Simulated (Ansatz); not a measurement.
# How fast states decay through Ba2ScClO3

Wanted: the relaxed cell of Ba2ScClO3, its band edges and its decay constants. It is built by putting Cl for F in the Ba2ScO3F structure of space group I4mm, with the volume rescaled by atomic radii. The parent structure comes from the Materials Project.

Method: r2SCAN DFT, plane waves, PAW files, in the first sound run; inputs show where later runs differ, in Ansatz 0.2.0.

This is a report of a sequence of runs, with most program output left out.

The structure was built from a prototype and need not be the compound's stable phase.

## (1) The starting structure

Symmetry: I4mm, No. 107, tetragonal system. The conventional cell has a = 4.255 Å, b = 4.255 Å, c = 13.916 Å, α = 90.00°, β = 90.00°, γ = 90.00°. Nearest to Ba lie 5 O at 2.80 to 2.81 Å and 4 Cl at 3.03 Å. Nearest to Ba lie 1 Cl at 2.74 Å and 8 O at 2.93 to 3.03 Å. Nearest to Sc lie 5 O at 2.08 to 2.14 Å and 1 Cl at 2.46 Å. O has 2 Sc at 2.14 Å and 4 Ba at 2.80 to 2.93 Å nearest. Nearest to O lie 1 Sc at 2.08 Å and 5 Ba at 2.81 to 3.03 Å. Nearest to Cl lie 1 Sc at 2.46 Å and 5 Ba at 2.74 to 3.03 Å. It derives from Ba2ScO3F. Cl for F in the Ba2ScO3F structure of space group I4mm. Farther neighbours and most contacts between anions are not listed.

## (2) Relaxing the new crystal

The substituted atoms don't fit the parent's cell, so cell and atoms relax together. A small smearing keeps the run stable in case the gap closes on the way.

File input.yaml:

```yaml
crystal:
  lattice:
    - [-2.1275032879, 2.1275032879, 6.9577998897]
    - [2.1275032879, -2.1275032879, 6.9577998897]
    - [2.1275032879, 2.1275032879, -6.9577998897]
  atoms:
    - { symbol: Ba, position: [0.63659736, 0.63659736, 0.0] }
    - { symbol: Ba, position: [0.36134556, 0.36134556, 0.0] }
    - { symbol: Sc, position: [0.98739628, 0.98739628, 0.0] }
    - { symbol: O, position: [0.00597757, 0.50597757, 0.5] }
    - { symbol: O, position: [0.50597757, 0.00597757, 0.5] }
    - { symbol: O, position: [0.83817429, 0.83817429, 0.0] }
    - { symbol: Cl, position: [0.16453238, 0.16453238, 0.0] }
kpoints:
  mp_grid: { grid: [8, 8, 8] }
scf:
  occupations: { method: gaussian, width: 0.03 }
hamiltonian:
  xc: r2scan
output:
  forces: true
  stress: true
relax:
  f_tol: 0.02
  max_steps: 60
  cell: {}
```

Command:

```
$ ansatz run input.yaml --threads 2 --pin off --max-ram 4096MiB --backend cpu --events-out ev --progress --plain --runs-dir out
```

Wall time 2 min (2 threads of AMD EPYC 9R45, shared host); peak memory 0.88 GiB; 3.9 min of CPU time.

The steps of the relaxation:

| step | energy less that of the first step (eV) | largest force component (eV/Å) | pressure (GPa) | volume (Å³) |
| --- | --- | --- | --- | --- |
| 1 | 0.0000 | 2.4383 | 2.49 | 125.97 |
| 2 | -0.4130 | 1.1514 | 1.53 | 127.57 |
| 3 | -0.4683 | 1.4720 | 3.24 | 128.77 |
| 4 | -0.5885 | 0.4548 | 0.54 | 130.87 |
| 5 | -0.6388 | 0.4283 | -0.04 | 132.68 |
| 6 | -0.7754 | 0.0860 | 0.44 | 136.13 |
| 7 | -0.8350 | 0.4602 | 1.00 | 139.64 |
| 8 | -0.8588 | 0.1628 | 0.62 | 141.05 |
| 9 | -0.8564 | 0.2779 | -0.19 | 142.27 |
| 10 | -0.8636 | 0.1603 | -0.07 | 141.86 |
| 11 | -0.8647 | 0.0414 | 0.08 | 142.13 |
| 12 | -0.8649 | 0.0115 | -0.01 | 142.14 |
| 13* | -0.8869 | 0.0119 | 0.21 | 142.14 |
| 14 | -0.8905 | 0.0314 | 0.09 | 143.26 |
| 15 | -0.8908 | 0.0100 | -0.01 | 143.87 |
| 16* | -0.8912 | 0.0101 | -0.01 | 143.87 |

Relaxation steps marked * repeat the geometry before them on a plane-wave basis chosen anew for their cell, so energy and pressure can jump there. Relaxation step 9 was tried and not accepted.

Forces are held to the 8 operations that the run works with; a distortion that breaks them can't arise in this run.

| cell as run | before | after | change |
| --- | --- | --- | --- |
| a (Å) | 7.580 | 8.913 | +17.6 % |
| b (Å) | 7.580 | 8.913 | +17.6 % |
| c (Å) | 7.580 | 8.913 | +17.6 % |
| α (°) | 147.40 | 153.19 | +3.9 % |
| β (°) | 147.40 | 153.19 | +3.9 % |
| γ (°) | 46.77 | 38.29 | -18.1 % |
| volume (Å³/atom) | 18.00 | 20.55 | +14.2 % |

The atoms that moved most (Å, as changes of fractional coordinates times the final cell):

| atom | dx | dy | dz | length |
| --- | --- | --- | --- | --- |
| Ba1 | 0.000 | 0.000 | -0.605 | 0.605 |
| O6 | 0.000 | 0.000 | 0.451 | 0.451 |
| Cl7 | 0.000 | 0.000 | 0.276 | 0.276 |
| Ba2 | 0.000 | 0.000 | 0.141 | 0.141 |
| Sc3 | 0.000 | 0.000 | -0.139 | 0.139 |
| O4 | 0.000 | 0.000 | -0.062 | 0.062 |
| O5 | 0.000 | 0.000 | -0.062 | 0.062 |

Numbers from this step:

* free energy: -16873.7733 eV
* Fermi energy: 8.646 eV
* pressure: -0.01085 GPa

The largest force component on a free atom ends at 0.010 eV/Å.

## (3) The bulk crystal and its band edges

The energy window and the wavevectors of the next steps follow from the band edges, so these are searched first, off the mesh as well.

File input.yaml:

```yaml
crystal:
  lattice:
    - [-2.0667529397, 2.0667529397, 8.4203679306]
    - [2.0667529397, -2.0667529397, 8.4203679306]
    - [2.0667529397, 2.0667529397, -8.4203679306]
  atoms:
    - { symbol: Ba, position: [0.6006857457, 0.6006857457, 0.0] }
    - { symbol: Ba, position: [0.3697301514, 0.3697301514, 0.0] }
    - { symbol: Sc, position: [0.9791630423, 0.9791630423, 0.0] }
    - { symbol: O, position: [0.0022792804, 0.5022792804, 0.5] }
    - { symbol: O, position: [0.5022792804, 0.0022792804, 0.5] }
    - { symbol: O, position: [0.8649688173, 0.8649688173, 0.0] }
    - { symbol: Cl, position: [0.1808946924, 0.1808946924, 0.0] }
kpoints:
  mp_grid: { grid: [8, 8, 8] }
  band_path: { path: [VBM, CBM], npoints: 30 }
scf:
  occupations: { method: fixed }
hamiltonian:
  xc: r2scan
output:
  eigenvalues: true
  write_potential: true
  write_density: true
  volumetric_format: npy
  elf: true
```

Run time: 21 s. Hardware: 2 threads; peak memory 0.94 GiB.

This step gave:

| Item | Value |
| --- | --- |
| Fermi energy | 6.549 eV |
| gap on the k-mesh | 4.195 eV |
| gap on path | 4.195 eV, by band count; negative where bands overlap |
| direct gap on path | 4.490 eV |
| edge places on path | 0, 1.094 1/A along the path |

Electronic bands along the path, in eV, zero at the Fermi level (highest filled level under fixed occupations); v1 is the highest filled band, c1 the lowest empty one:

| point | v4 | v3 | v2 | v1 | c1 | c2 | c3 | c4 |
| --- | --- | --- | --- | --- | --- | --- | --- | --- |
| VBM | -0.85 | -0.21 | -0.21 | 0.00 | 5.10 | 5.46 | 5.46 | 6.29 |
| halfway | -0.90 | -0.79 | -0.56 | -0.22 | 5.16 | 5.42 | 5.55 | 6.16 |
| CBM | -0.56 | -0.56 | -0.30 | -0.30 | 4.19 | 4.81 | 4.84 | 5.46 |

Valence density in the ab plane of the cell as run, not the conventional one, at fractional z = 0.000, with atoms of Ba and Sc and O and Cl within 0.2 Å of it. It is the smooth field of the valence electrons, not physical close to the nuclei.

Values in e/Å³, 13 rows by 16 columns, each cell a mean:
```
6.2 1.8 0.1 0.1 0.1 0.2 0.2 0.1 0.0 0.0 0.1 0.5 2.3 2.5 1.5 5.1
2.6 2.5 0.5 0.1 0.1 0.1 0.1 0.1 0.0 0.0 0.0 0.1 1.3 5.5 4.6 1.3
0.5 0.4 0.3 0.1 0.1 0.1 0.4 0.6 0.3 0.1 0.0 0.0 0.1 1.2 3.8 2.4
0.5 0.2 0.1 0.1 0.1 0.1 0.4 1.2 1.2 0.8 0.2 0.0 0.0 0.1 0.3 0.8
0.1 0.2 0.1 0.1 0.1 0.1 0.2 0.8 1.1 0.7 1.0 0.4 0.0 0.0 0.0 0.1
0.0 0.1 0.3 0.5 0.4 0.1 0.1 0.2 0.9 0.9 0.7 1.1 0.3 0.0 0.0 0.0
0.0 0.0 0.2 1.0 1.3 1.0 0.4 0.1 0.1 0.6 1.1 1.3 0.8 0.2 0.1 0.0
0.2 0.1 0.1 0.5 1.2 0.7 1.0 0.6 0.1 0.1 0.3 0.6 0.6 0.3 0.1 0.2
0.7 0.8 0.4 0.2 0.6 1.0 0.6 1.2 0.5 0.1 0.1 0.1 0.1 0.1 0.1 0.3
0.7 1.6 1.4 0.8 0.2 0.4 1.0 1.3 1.0 0.3 0.1 0.1 0.1 0.1 0.1 0.1
0.2 1.0 1.0 0.9 1.0 0.2 0.2 0.5 0.7 0.4 0.1 0.1 0.1 0.2 0.1 0.1
0.1 0.2 0.8 1.4 1.6 0.7 0.1 0.1 0.1 0.2 0.1 0.1 0.2 1.0 1.8 0.7
2.0 0.1 0.1 0.4 0.9 0.8 0.3 0.1 0.0 0.0 0.2 0.4 0.5 0.7 4.3 5.7
```
Columns run along a (8.9 Å), rows up along b (8.9 Å). Atoms in or near the plane, at fractional coordinates: Ba at (0.60, 0.60), Ba at (0.37, 0.37), Sc at (0.98, 0.98), O at (0.86, 0.86), Cl at (0.18, 0.18).

ELF in the ab plane of the cell as run, not the conventional one, at fractional z = 0.000, with atoms of Ba and Sc and O and Cl within 0.2 Å of it. It is the smooth field of the valence electrons, not physical close to the nuclei.

Values, 13 rows by 16 columns, each cell a mean:
```
0.45 0.56 0.07 0.10 0.31 0.48 0.50 0.36 0.07 0.03 0.29 0.71 0.80 0.69 0.47 0.43
0.53 0.66 0.23 0.03 0.03 0.09 0.18 0.14 0.05 0.01 0.07 0.46 0.77 0.60 0.61 0.50
0.46 0.21 0.13 0.05 0.04 0.15 0.61 0.71 0.55 0.25 0.03 0.09 0.44 0.75 0.72 0.78
0.67 0.27 0.04 0.04 0.06 0.07 0.51 0.84 0.75 0.79 0.52 0.09 0.05 0.32 0.63 0.75
0.30 0.15 0.12 0.12 0.05 0.05 0.15 0.71 0.48 0.23 0.71 0.64 0.12 0.02 0.13 0.30
0.04 0.10 0.46 0.69 0.55 0.21 0.04 0.21 0.74 0.40 0.19 0.77 0.59 0.06 0.02 0.02
0.13 0.06 0.51 0.85 0.76 0.76 0.50 0.08 0.16 0.63 0.70 0.75 0.83 0.29 0.08 0.23
0.67 0.41 0.17 0.67 0.66 0.18 0.57 0.65 0.11 0.06 0.31 0.62 0.75 0.44 0.13 0.53
0.85 0.84 0.65 0.27 0.63 0.54 0.14 0.62 0.63 0.09 0.05 0.07 0.16 0.17 0.09 0.55
0.81 0.81 0.74 0.77 0.35 0.51 0.74 0.70 0.85 0.43 0.05 0.05 0.05 0.04 0.03 0.31
0.48 0.82 0.56 0.56 0.81 0.41 0.32 0.69 0.78 0.53 0.10 0.03 0.05 0.09 0.05 0.06
0.10 0.44 0.79 0.72 0.80 0.83 0.41 0.11 0.22 0.18 0.12 0.17 0.09 0.44 0.54 0.34
0.58 0.13 0.29 0.69 0.83 0.85 0.74 0.31 0.02 0.06 0.29 0.61 0.56 0.34 0.63 0.49
```
Columns run along a (8.9 Å), rows up along b (8.9 Å). Atoms in or near the plane, at fractional coordinates: Ba at (0.60, 0.60), Ba at (0.37, 0.37), Sc at (0.98, 0.98), O at (0.86, 0.86), Cl at (0.18, 0.18).

Electrostatic potential energy in the ab plane of the cell as run, not the conventional one, at fractional z = 0.000, with atoms of Ba and Sc and O and Cl within 0.2 Å of it. With pseudopotentials it is smooth inside the atoms' cores, unlike the true potential.

Values in eV, 13 rows by 16 columns, each cell a mean:
```
-40 -17   5  10   9   9   9  11  11  12  13  11 -14 -14 -10 -35
-23 -25  -3   8   9   7   7   8  10  11  12  13   1 -34 -28  -6
  6   0   0   7   9   6  -2  -6   0   7  10  12  13   3 -23 -15
 11  10   8   9  11   9  -2 -22 -26 -14   3   9  12  13  11   6
 12  10   7   7   9  11   7 -12 -32 -35 -23   0   9  11  13  13
 11   8   2  -6  -2   6   9   5 -14 -33 -35 -23   0   9  11  12
 11   9   2 -17 -27 -19  -1   8   6  -8 -25 -28 -13   5  10  11
 10  10   8  -6 -28 -36 -29  -7   8   9   3  -7  -8   2   8  10
  1  -3   6   7  -7 -30 -37 -29  -5   8  11   9   7   6   8   8
  1 -30 -31  -5   7  -3 -21 -29 -19   1   9  10  10   9   9  10
  9  -9 -38 -38 -10   8   4  -5  -9  -1   7   8   6   3   6   9
  7   9  -5 -31 -32   0  10   9   7   7   9   9   4 -10 -18  -5
-16   5   9   6  -5   0   9  11  11  11  12  11   8  -3 -35 -38
```
Columns run along a (8.9 Å; values clipped at the 3rd and 97th percentile), rows up along b (8.9 Å). Atoms in or near the plane, at fractional coordinates: Ba at (0.60, 0.60), Ba at (0.37, 0.37), Sc at (0.98, 0.98), O at (0.86, 0.86), Cl at (0.18, 0.18).

The searched edges give 4.19 eV, as on the mesh.

## (4) Complex bands

This step: r2SCAN DFT, plane waves, PAW files; complex bands by layer matching along the plane's normal (Ansatz 0.2.0).

The same crystal is laid in a cell whose first two vectors span the (001) plane (indices of the standard conventional cell, whose axes can be ordered otherwise than in the bulk input). At fixed energy and wavevector in the plane the solver finds all kz, real and complex. A few wavevectors are listed, (0, 0), (-0.5, -0.5) and (0.5, 0) in units of the plane's reciprocal vectors; the slowest state needn't be among them.

File input.yaml:

```yaml
crystal:
  lattice:
    - [4.133505879, 0.0, 0.0]
    - [0.0, 4.133505879, 0.0]
    - [2.06675294, 2.06675294, 8.420367931]
  atoms:
    - { symbol: Ba, position: [0.3993142543, 0.3993142543, 0.2013714914] }
    - { symbol: Ba, position: [0.6302698486, 0.6302698486, 0.7394603028] }
    - { symbol: Sc, position: [0.0208369577, 0.0208369577, 0.9583260846] }
    - { symbol: O, position: [0.4977207196, 0.9977207196, 0.0045585608] }
    - { symbol: O, position: [0.9977207196, 0.4977207196, 0.0045585608] }
    - { symbol: O, position: [0.1350311827, 0.1350311827, 0.7299376346] }
    - { symbol: Cl, position: [0.8191053076, 0.8191053076, 0.3617893848] }
kpoints:
  mp_grid: { grid: [6, 6, 6] }
scf:
  occupations: { method: fixed }
hamiltonian:
  xc: r2scan
output:
  eigenvalues: true
  transmission:
    leads: [[0, 0]]
    kpoints: [[0.0, 0.0], [-0.5, -0.5], [0.5, 0.0]]
    e_range: [-1.0, 5.19]
    de: 0.1
```

Elapsed: 15 s, on 2 threads; peak memory 0.98 GiB; 30 s of CPU time.

Numbers from this step:

```yaml
level_to_which_the_leads_are_filled: 2.097 eV from the Fermi level
decay_constant_at_the_filling_level_zone_centre: 0.3810 Å⁻¹
decay_constant_at_the_filling_level_slowest_listed_point: 0.381 Å⁻¹
```

K parallel (0, 0); values up to 1.5 1/Å, a degenerate pair printed once or twice; energies at which all values exceed this have no row. The Im kz of the slowest decaying states by energy, zero at the highest filled level on the SCF mesh:

| energy (eV) | decay 1 (Å⁻¹) | decay 2 (Å⁻¹) | decay 3 (Å⁻¹) | decay 4 (Å⁻¹) |
| --- | --- | --- | --- | --- |
| -1.00 | 0.324 | 0.730 | 0.754 | 1.12 |
| -0.70 | 0.243 | 0.461 | 0.664 | 0.777 |
| -0.40 | 0.308 | 0.399 | 0.529 | 0.784 |
| -0.10 | 0.341 | 0.488 | 0.554 | 0.782 |
| 0.00 | 0.349 | 0.534 | 0.558 | 0.780 |
| 0.20 | 0.363 | 0.563 | 0.591 | 0.774 |
| 0.50 | 0.377 | 0.563 | 0.642 | 0.761 |
| 0.80 | 0.386 | 0.559 | 0.676 | 0.744 |
| 1.10 | 0.391 | 0.551 | 0.701 | 0.724 |
| 1.40 | 0.392 | 0.540 | 0.700 | 0.721 |
| 1.70 | 0.389 | 0.526 | 0.673 | 0.737 |
| 2.00 | 0.384 | 0.510 | 0.642 | 0.750 |
| 2.40 | 0.371 | 0.485 | 0.594 | 0.765 |
| 2.70 | 0.358 | 0.464 | 0.551 | 0.773 |
| 3.00 | 0.340 | 0.439 | 0.502 | 0.781 |
| 3.30 | 0.319 | 0.411 | 0.444 | 0.777 |
| 3.60 | 0.292 | 0.371 | 0.378 | 0.739 |
| 3.90 | 0.258 | 0.269 | 0.339 | 0.697 |
| 4.20 | 0.211 | 0.291 | 0.652 | 0.794 |
| 4.50 | 0.138 | 0.225 | 0.602 | 0.731 |
| 4.80 | 0.0874 | 0.0936 | 0.211 | 0.543 |
| 5.10 | 0.0941 | 0.472 | 0.646 | 0.746 |

K parallel (-0.5, -0.5); values up to 1.5 1/Å, a degenerate pair printed once or twice; energies at which all values exceed this have no row. Im kz of the slowest decaying states against energy, zero at the highest filled level on the SCF mesh:

| energy (eV) | decay 1 (Å⁻¹) | decay 2 (Å⁻¹) | decay 3 (Å⁻¹) | decay 4 (Å⁻¹) |
| --- | --- | --- | --- | --- |
| -1.00 | 0.327 | 0.592 | 1.08 | - |
| -0.70 | 0.337 | 0.734 | 0.924 | - |
| -0.40 | 0.411 | 0.643 | 0.920 | - |
| -0.10 | 0.448 | 0.519 | 0.985 | - |
| 0.00 | 0.456 | 0.586 | 0.993 | 1.16 |
| 0.20 | 0.471 | 0.656 | 0.999 | - |
| 0.50 | 0.488 | 0.719 | 0.990 | 1.49 |
| 0.80 | 0.501 | 0.770 | 0.964 | 1.48 |
| 1.10 | 0.511 | 0.836 | 0.908 | 1.46 |
| 1.40 | 0.518 | 0.872 | 1.43 | 1.45 |
| 1.70 | 0.523 | 0.867 | 1.40 | 1.43 |
| 2.00 | 0.527 | 0.860 | 1.37 | 1.41 |
| 2.40 | 0.532 | 0.844 | 1.32 | 1.39 |
| 2.70 | 0.535 | 0.830 | 1.29 | 1.37 |
| 3.00 | 0.539 | 0.813 | 1.24 | 1.36 |
| 3.30 | 0.548 | 0.793 | 1.19 | 1.34 |
| 3.60 | 0.570 | 0.770 | 1.12 | 1.32 |
| 3.90 | 0.743 | 0.763 | 0.875 | 1.30 |
| 4.20 | 0.523 | 0.713 | 1.05 | 1.29 |
| 4.50 | 0.445 | 0.677 | 1.06 | 1.27 |
| 4.80 | 0.365 | 0.633 | 1.05 | 1.25 |
| 5.10 | 0.0992 | 0.573 | 1.02 | 1.22 |

K parallel (0.5, 0); values up to 1.5 1/Å, a degenerate pair printed once or twice; energies at which all values exceed this have no row. Im kz of the slowest decaying states against energy, zero at the highest filled level on the SCF mesh:

| energy (eV) | decay 1 (Å⁻¹) | decay 2 (Å⁻¹) | decay 3 (Å⁻¹) | decay 4 (Å⁻¹) |
| --- | --- | --- | --- | --- |
| -1.00 | 0.160 | 0.457 | 0.646 | - |
| -0.70 | 0.289 | 0.457 | 0.787 | - |
| -0.40 | 0.401 | 0.454 | 0.769 | - |
| -0.10 | 0.438 | 0.555 | 0.774 | 1.50 |
| 0.00 | 0.449 | 0.574 | 0.776 | 1.49 |
| 0.20 | 0.467 | 0.604 | 0.779 | 1.49 |
| 0.50 | 0.489 | 0.638 | 0.781 | 1.48 |
| 0.80 | 0.505 | 0.665 | 0.781 | 1.48 |
| 1.10 | 0.519 | 0.687 | 0.777 | - |
| 1.40 | 0.530 | 0.709 | 0.772 | - |
| 1.70 | 0.541 | 0.738 | 0.764 | 1.39 |
| 2.00 | 0.552 | 0.754 | 0.814 | 1.26 |
| 2.40 | 0.574 | 0.709 | 0.737 | 1.29 |
| 2.70 | 0.615 | 0.723 | 1.32 | - |
| 3.00 | 0.595 | 0.706 | 1.36 | 1.46 |
| 3.30 | 0.576 | 0.686 | 1.31 | 1.47 |
| 3.60 | 0.558 | 0.664 | 1.22 | - |
| 3.90 | 0.498 | 0.579 | 0.640 | 1.15 |
| 4.20 | 0.437 | 0.604 | 0.611 | 1.07 |
| 4.50 | 0.378 | 0.579 | 0.657 | 0.952 |
| 4.80 | 0.299 | 0.541 | 0.593 | 0.941 |
| 5.10 | 0.179 | 0.487 | 0.495 | 0.955 |

At the listed wavevectors the last open channel is at -0.30 eV and the next at +4.20 eV on the grid. At +2.10 eV, the grid energy nearest the filling level (the middle of the gap on the SCF mesh), the slowest state at the listed wavevectors decays with κ = 0.381 Å⁻¹, its amplitude falling by e over 2.6 Å. Through 1 nm of this crystal that state's transmission falls by exp(−2 × 0.381 Å⁻¹ × 10 Å) = 4.9e-4.

## (5) Decay over the two-dimensional zone

The listed points could miss the slowest state, so one energy near mid-gap is solved on a mesh of 12×12.

Edit input.yaml of step 4 so:

```diff
@@ -21,6 +21,2 @@
   eigenvalues: true
-  transmission:
-    leads: [[0, 0]]
-    kpoints: [[0.0, 0.0], [-0.5, -0.5], [0.5, 0.0]]
-    e_range: [-1.0, 5.19]
-    de: 0.1
+  transmission: { leads: [[0, 0]], kmesh: [12, 12], e_range: [2.1, 2.11], de: 0.05 }
```

The job ended after 13 s (2 threads; peak memory 1 GiB; 26 s of CPU time).

Numbers from this step:

```yaml
least_decay_constant_on_the_mesh: 0.381 Å⁻¹
```

Slowest decay constant (1/Å; 0 where a channel is open) over k1 and k2. At 2.1000 eV from the Fermi level.

Ten even steps from '_' (0.381) to '@' (0.652):
```
++**##%%@@##**##@@%%##**
%%####****%%##%%****####
@@%%**==============**%%
@@@@**==--::..::--==**@@
####%%==::______::==%%##
****##==..______..==##**
####%%==::______::==%%##
@@@@**==--::..::--==**@@
@@%%**==============**%%
%%####****%%##%%****####
++**##%%@@##**##@@%%##**
++++%%@@@@##**##@@@@%%++
```
Columns: k1 (b1) from -0.5 to 0.417; rows upwards: k2 (b2) from -0.5 to 0.417.

The least value on the mesh is 0.381 Å⁻¹ at +2.10 eV. At that energy the listed points give about 0.381 Å⁻¹ by interpolation, so the mesh holds no clearly slower state.

## (6) Band edges at another level, cutoff 420 eV

This step: PBEsol DFT, plane waves, PAW files (Ansatz 0.2.0).

The edges again with PBEsol, at the same atoms. Against that run the cutoff is 420 eV against 500.

File input.yaml:

```yaml
crystal:
  lattice:
    - [-2.0667529397, 2.0667529397, 8.4203679306]
    - [2.0667529397, -2.0667529397, 8.4203679306]
    - [2.0667529397, 2.0667529397, -8.4203679306]
  atoms:
    - { symbol: Ba, position: [0.6006857457, 0.6006857457, 0.0] }
    - { symbol: Ba, position: [0.3697301514, 0.3697301514, 0.0] }
    - { symbol: Sc, position: [0.9791630423, 0.9791630423, 0.0] }
    - { symbol: O, position: [0.0022792804, 0.5022792804, 0.5] }
    - { symbol: O, position: [0.5022792804, 0.0022792804, 0.5] }
    - { symbol: O, position: [0.8649688173, 0.8649688173, 0.0] }
    - { symbol: Cl, position: [0.1808946924, 0.1808946924, 0.0] }
kpoints:
  mp_grid: { grid: [8, 8, 8] }
  band_path: { path: [VBM, CBM], npoints: 30 }
scf:
  occupations: { method: fixed }
hamiltonian:
  xc: pbesol
output:
  eigenvalues: true
```

Elapsed: 10 s, on 2 threads; peak memory 0.56 GiB.

Numbers from this step:

```yaml
free_energy: -16593.4597 eV
fermi_energy: 6.676 eV
gap_on_the_k_mesh: 3.676 eV
gap_on_path: 3.676 eV, by band count; negative where bands overlap
direct_gap_on_path: 3.956 eV
edge_places_on_path: 0, 1.102 1/A along the path
```

The electronic bands at the labelled points (eV, zero at the Fermi level (highest filled level under fixed occupations); v1 is the highest filled band, c1 the lowest empty one):

| point | v4 | v3 | v2 | v1 | c1 | c2 | c3 | c4 |
| --- | --- | --- | --- | --- | --- | --- | --- | --- |
| VBM | -0.82 | -0.23 | -0.22 | 0.00 | 4.50 | 4.95 | 4.95 | 5.74 |
| halfway | -0.88 | -0.81 | -0.57 | -0.22 | 4.64 | 4.88 | 4.99 | 5.57 |
| CBM | -0.58 | -0.58 | -0.28 | -0.28 | 3.68 | 4.22 | 4.27 | 4.93 |

The searched edges give 3.68 eV, as on the mesh.

Between step 3 and this run (PBEsol and cutoff 420 eV) the value for the gap on the k-mesh moves from 4.19 eV to 3.68 eV.

[end of part 1 of 2]

[Logs are printed without paths, hosts, clocks, repeated set-up lines and the standing remarks that a program may print on its own settings, such as how far it seeks lower states.]

[Hosts, paths, dates, database ids (printed as entryN), source tags and the programs' standing remarks are cut or masked in the printed files.]
